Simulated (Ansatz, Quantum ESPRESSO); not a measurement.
# CeSb (P4/mmm): zone-centre phonons, part 3 of 3

Which modes does CeSb (P4/mmm) have at the zone centre?

Quantum ESPRESSO 7.5; DFT PBEsol, scalar-relativistic, plane waves, PseudoDojo norm-conserving, 4f in core pseudopotentials.

So far, lowest optical zone-centre mode (cm⁻¹): step 6 (modes with the sum rule) 66.2; step 8 (without ASR) 66.2.

### 9. The same in Ansatz

The same cell goes through another code at the same cutoff. The potentials differ. Its k mesh is centred on Γ.

This step: DFT PBEsol, scalar-relativistic, plane waves, norm-conserving pseudopotentials, 4f in core (Ansatz 0.2.0).

input.yaml reads:

```yaml
crystal:
  lattice:
    - [4.11073364, 0.0, 0.0]
    - [0.0, 4.11073364, 0.0]
    - [0.0, 0.0, 3.385996444]
  atoms:
    - { symbol: Ce, position: [0.0, 0.0, 0.0] }
    - { symbol: Sb, position: [0.5, 0.5, 0.5] }
kpoints:
  mp_grid: { grid: [8, 8, 12] }
hamiltonian:
  xc: pbesol
  pseudopotentials:
    kind: nc
    azcp: { Ce: "pseudopotentials/pbe/nc/lanthanide_3plus/Ce.nc.azcp" }
    accuracy: standard
scf:
  occupations: { method: cold, width: 0.27211 }
output:
  eigenvalues: true
basis:
  ecutwfc: 979.61
phonons:
  method: dfpt
```

Run with:

```sh
ansatz run input.yaml --threads 8 --pin off --max-ram 16384MiB --backend cpu --events-out ev --progress --plain --runs-dir out
```

Numbers of over 12 decimals in the logs are rounded to 6 here.

The program printed:

```text
Warning: basis.ecutwfc = 979.61 eV is below the records' recommended 1088.45545 eV, and the density's cutoff is lower with it unless basis.ecutrho_ratio is high enough to keep the records' density cutoff: compare with a run at a higher cutoff
Warning: <dir> the record states the generating functional pbe (its physics header spells it `PBE`), which answers neither for hamiltonian.xc's functional nor for the pbesol family's — results may be inconsistent (PPs are generated against a specific XC)
zone centre: on kpoints.mp_grid the ground state, and the responses unless they are solved on pairs of k-points, stand on 175 of the mesh's 768 k-points, reduced under 8 symmetry operations, with k and −k counted as one. Each operation leaves every solved displacement unchanged or reverses it
Engine: ansatz 0.2.0, aarch64-unknown-linux-gnu
Pseudopotentials: kind: nc
Pseudopotential: Ce, nc, valence charge 11, recommended cutoff 653.07327 eV (normal), <dir>
Pseudopotential: Sb, nc, valence charge 15, recommended cutoff 1088.45545 eV (normal), Sb.nc.azcp (PseudoDojo's, or run here from an input of PseudoDojo's; its table is named by hamiltonian.pseudopotentials.accuracy)
Functional definition: PBEsol
  exchange = pbesol_x
  correlation = pbesol_c
Crystal: 2 atoms, lattice volume = 57.217 Å³
Basis set: ecut = 979.61 eV, 3989 PW (Γ), exchange–correlation on 90×90×72 points (8 copies of the dense FFT grid, shifted against one another)
Bands: 17, of which v1, the nominal top of the filled ones, is band 13 counted from 1 (12 counted from 0)
Symmetry: 16 space group operations
k-points: 175 of 768 (irreducible under 8 space group operations)
Non-local potential: Ce, projectors of the file, l = 0: 2, l = 1: 2, l = 2: 2, l = 3: 1
Non-local potential: Sb, projectors of the file, l = 0: 2, l = 1: 2, l = 2: 2, l = 3: 2
Initial density: superposition of atomic densities (chi_scale 0.1, normalization cell, long waves kept (reshape's long-wave potential 0.00 eV rms))
Initial wavefunctions: pseudopotential atomic-orbital guess
Functional: x = pbesol(κ = 0.804, μ = 0.123457), c = pbesol(β = 0.046)
SCF iter   1: F=—  HF=-3443.462554 eV  |F-HF|=—  |Δ(HF+E_count)|=         —  Δρ=4.88e-2  dr2=3.81e0  ethr=3.10e-3  ⟨swp⟩=5.0  Hψ=12861  notcnv=0
preconditioner: auto → Kerker (q_TF=auto, 2.392 Å⁻¹)  [metal: Δε(μ)=0.015 eV  Ē_g=5.795 eV  σ=0.272 eV  W_gap=0.04  n_scr=10 (ndim 8)  ℏωp=13.9 eV  f_vac=0.000  D(μ)=1.23/eV (n_scr^D=6)]
SCF iter   2: F=—  HF=-3442.628343 eV  |F-HF|=—  |Δ(HF+E_count)|=   8.34e-1  S|Δr|=    0.00e0  Δρ=2.44e-2  dr2=9.55e-1  ethr=3.10e-3  ⟨swp⟩=5.3  Hψ=23556  notcnv=0
automatic band count: the SCF goes on with 21 bands, as 17 were too few: they end inside the smearing window of the response
SCF iter   3: F=—  HF=-3442.331097 eV  |F-HF|=—  |Δ(HF+E_count)|=   2.97e-1  S|Δr|=    0.00e0  Δρ=3.69e-3  dr2=1.58e-2  ethr=3.10e-3  ⟨swp⟩=2.4  Hψ=6320  notcnv=0  defer=348
SCF iter   4: F=—  HF=-3442.329166 eV  |F-HF|=—  |Δ(HF+E_count)|=   1.93e-3  S|Δr|=    0.00e0  Δρ=1.38e-3  dr2=1.67e-3  ethr=6.07e-5  ⟨swp⟩=2.1  Hψ=5153  notcnv=0  defer=349
SCF iter   5: F=—  HF=-3442.328687 eV  |F-HF|=—  |Δ(HF+E_count)|=   4.78e-4  S|Δr|=    0.00e0  Δρ=3.46e-4  dr2=5.15e-5  ethr=6.44e-6  ⟨swp⟩=2.1  Hψ=5237  notcnv=0  defer=349
SCF iter   6: F=—  HF=-3442.328677 eV  |F-HF|=—  |Δ(HF+E_count)|=   1.07e-5  S|Δr|=    0.00e0  Δρ=8.05e-5  dr2=3.64e-6  ethr=1.98e-7  ⟨swp⟩=2.5  Hψ=5571  notcnv=0  defer=349
SCF iter   7: F=—  HF=-3442.328666 eV  |F-HF|=—  |Δ(HF+E_count)|=   1.02e-5  S|Δr|=    0.00e0  Δρ=2.54e-5  dr2=4.41e-7  ethr=1.40e-8  ⟨swp⟩=2.5  Hψ=5410  notcnv=0  defer=349
SCF iter   8: F=—  HF=-3442.328667 eV  |F-HF|=—  |Δ(HF+E_count)|=   7.96e-7  S|Δr|=    0.00e0  Δρ=3.03e-6  dr2=9.98e-9  ethr=1.70e-9  ⟨swp⟩=2.2  Hψ=5770  notcnv=0  defer=367
SCF iter   9: F=—  HF=-3442.328667 eV  |F-HF|=—  |Δ(HF+E_count)|=   2.71e-9  S|Δr|=    0.00e0  Δρ=5.31e-7  dr2=3.17e-10  ethr=3.84e-11  ⟨swp⟩=1.7  Hψ=3628  notcnv=0  defer=367
SCF iter  10: F=-3442.328667 eV  HF=-3442.328667 eV  |F-HF|=5.00e-12  |Δ(HF+E_count)|=  6.00e-11  S|Δr|=    0.00e0  Δρ=1.57e-7  dr2=8.16e-12  ethr=1.00e-12  ⟨swp⟩=11.3  Hψ=25351  notcnv=0
SCF 1 converged in 10 iterations: F = -3442.328667 eV  dr2 = 8.16e-12
DFPT response loops at Γ: preconditioner auto → Kerker (q_TF=auto, 2.392 Å⁻¹) (partly filled bands, converged f_vac=0.000); β = 1.00, the filter's whole step (`scf.mixing.beta` (0.50) is not read by the response loops under this deck's `scf.mixing.preconditioner`; to damp them name `kerker` or `kerker_dos`, under which they read `scf.mixing.beta`, and type it under 1.00, their step now; both keys bind the ground state too); Broyden in place of MSR1
SCF converged after 10 iterations
Stability not checked: this state was not tested for a lower state beside it, because cold or Methfessel-Paxton smearing, or corrected tetrahedra, fill the levels in a way that the test cannot read (fill_not_monotonic; see scf.lower_state_search)
Free energy (F): -3442.328667 eV
Harris-Foulkes:  -3442.328667 eV  (|F-HF|=5.00e-12)
Internal energy: -3442.339617 eV  (E = F + TS)
E sigma→0 (E₀):  -3442.332317 eV
Entropy (-TS):   0.010950 eV (5.475 meV/atom)
Fermi energy:    12.803844 eV
--- Per-component energies (eV) ---
  E_band       = -157.963096
  E_kinetic    = 1675.556832
  E_local      = -1405.785668  (includes V_loc(G=0)·N_el)
  E_nonlocal   = -1232.106606
  E_hartree    = 676.573076
  E_xc         = -832.378631
  E_vxc        = -548.773911  (∫ρ·V_xc dr)
  E_ewald      = -2324.198620
  E_smearing   = 0.010950  (= −TS)
  E_closure    = -0.000000  (closes the sum)
  Σ components = -3442.328667   (vs F -3442.328667, Δ=0.00e0)
--- Band table (eV; the first three rows and the last of 175) ---
  k-point 0: bands = [... 9 lower, 2.2988, 11.5569, 11.7840, 12.4733, 12.4733, 15.1750, 15.3918, 16.5979, ... 4 higher]
  k-point 1: bands = [... 9 lower, 2.4062, 11.6256, 11.9311, 12.4219, 12.4219, 14.6755, 15.2192, 16.9971, ... 4 higher]
  k-point 2: bands = [... 9 lower, 2.7117, 11.7770, 11.8266, 12.2527, 12.2527, 14.2258, 15.3448, 16.8094, ... 4 higher]
  k-point 174: bands = [... 9 lower, 5.2463, 8.3843, 8.9350, 8.9350, 16.7602, 16.7602, 17.5896, 18.4025, ... 4 higher]
--- Phonons (Γ-DFPT): 4 representative perturbations + reference, on 175 of 768 k-points (Σ response iterations 12) ---
  k mesh reduced under 8 symmetry operations, with k and −k counted as one. Each operation leaves every solved displacement unchanged or reverses it
  ASR residual: 3.729e-4 → 0.000e0 eV/Å²; symmetrization residual: 4.693e-5 eV/Å²
  ASR residual per site (eV/Å²): 1.14e-4 3.73e-4
  Γ frequencies (cm⁻¹): 0.00 0.00 0.00 65.87 126.64 126.64
  non-analytic LO–TO correction: not included (Born effective charges unavailable; polar crystals: no LO–TO splitting at Γ)
```

Wall time 26 s (8 threads of Arm Neoverse V2, shared host); peak memory 2.2 GiB.

This step gave:

| Quantity | Value |
| --- | --- |
| sum-rule residual before enforcement | 3.73e-4 eV/Å² |
| highest optical zone-centre mode (no LO-TO term) | 126.6 cm⁻¹ |
| lowest optical zone-centre mode | 65.87 cm⁻¹ |

### 10. The two compared: QE PseudoDojo and Ansatz, library NC

Worked out from the results:

```yaml
root_mean_square_difference: 0.51 cm⁻¹
largest_difference: 0.57 cm⁻¹
```

Frequencies side by side, by row:

| q (reciprocal lattice) | mode | QE PseudoDojo (cm⁻¹) | Ansatz, library NC (cm⁻¹) |
| --- | --- | --- | --- |
| 0 0 0 | 1 | 0 | 0 |
| 0 0 0 | 2 | 0 | 0 |
| 0 0 0 | 3 | 0 | 0 |
| 0 0 0 | 4 | 66.21 | 65.87 |
| 0 0 0 | 5 | 127.2 | 126.6 |
| 0 0 0 | 6 | 127.2 | 126.6 |

At the zone centre the largest difference (acoustic modes at Γ apart) is 0.4 % of the highest mode.

### 11. Outcome

```
space group after relaxation                                           : P4/mmm
volume per atom                                                        : 28.6 Å³
highest optical zone-centre mode (no LO-TO term)                       : 127.2 cm⁻¹
lowest optical zone-centre mode                                        : 66.2 cm⁻¹
imaginary optical modes at the zone centre (no q mesh in this session) : none
largest difference from Ansatz, library NC                             : 0.57 cm⁻¹
```

**Reading.** At the PBEsol level the optical modes of CeSb (P4/mmm) at the zone centre run from 66 to 127 cm⁻¹. QE PseudoDojo and Ansatz, library NC agree to 0.57 cm⁻¹ (0.4 % of the highest mode compared) on all solved modes but the acoustic ones at Γ, without the LO-TO term. These are harmonic frequencies at zero temperature: anharmonic shifts and linewidths and thermal expansion are left out. Spin-orbit coupling is left out, which can matter for the heavy elements here. In a metal the frequencies hang on the k mesh and the smearing, most of all near Kohn anomalies. The 4f electrons are frozen in the core as for a trivalent ion, in files made for PBE, so their moments and any magnetic order are left out. The relaxation ran at 72 Ry, under the 80 Ry recommended for these files; the stress of so short a basis can leave the cell about one per cent too small. Ansatz warns that the cutoff lies 10 % under the one recommended for these files; agreement at one cutoff is not convergence. The total energies of the two programs lie far apart, so at least one potential file in Ansatz's library differs from the published one read by the first program. The structure comes from a database and need not be the phase that is stable at ambient conditions.

[Host names and launcher messages were left out of these logs when they were recorded.]

[Logs are printed without paths, hosts, clocks, repeated set-up lines and the standing remarks that a program may print on its own settings, such as how far it seeks lower states.]

[Hosts, paths, dates, database ids (printed as entryN), source tags and the programs' standing remarks are cut or masked in the printed files.]
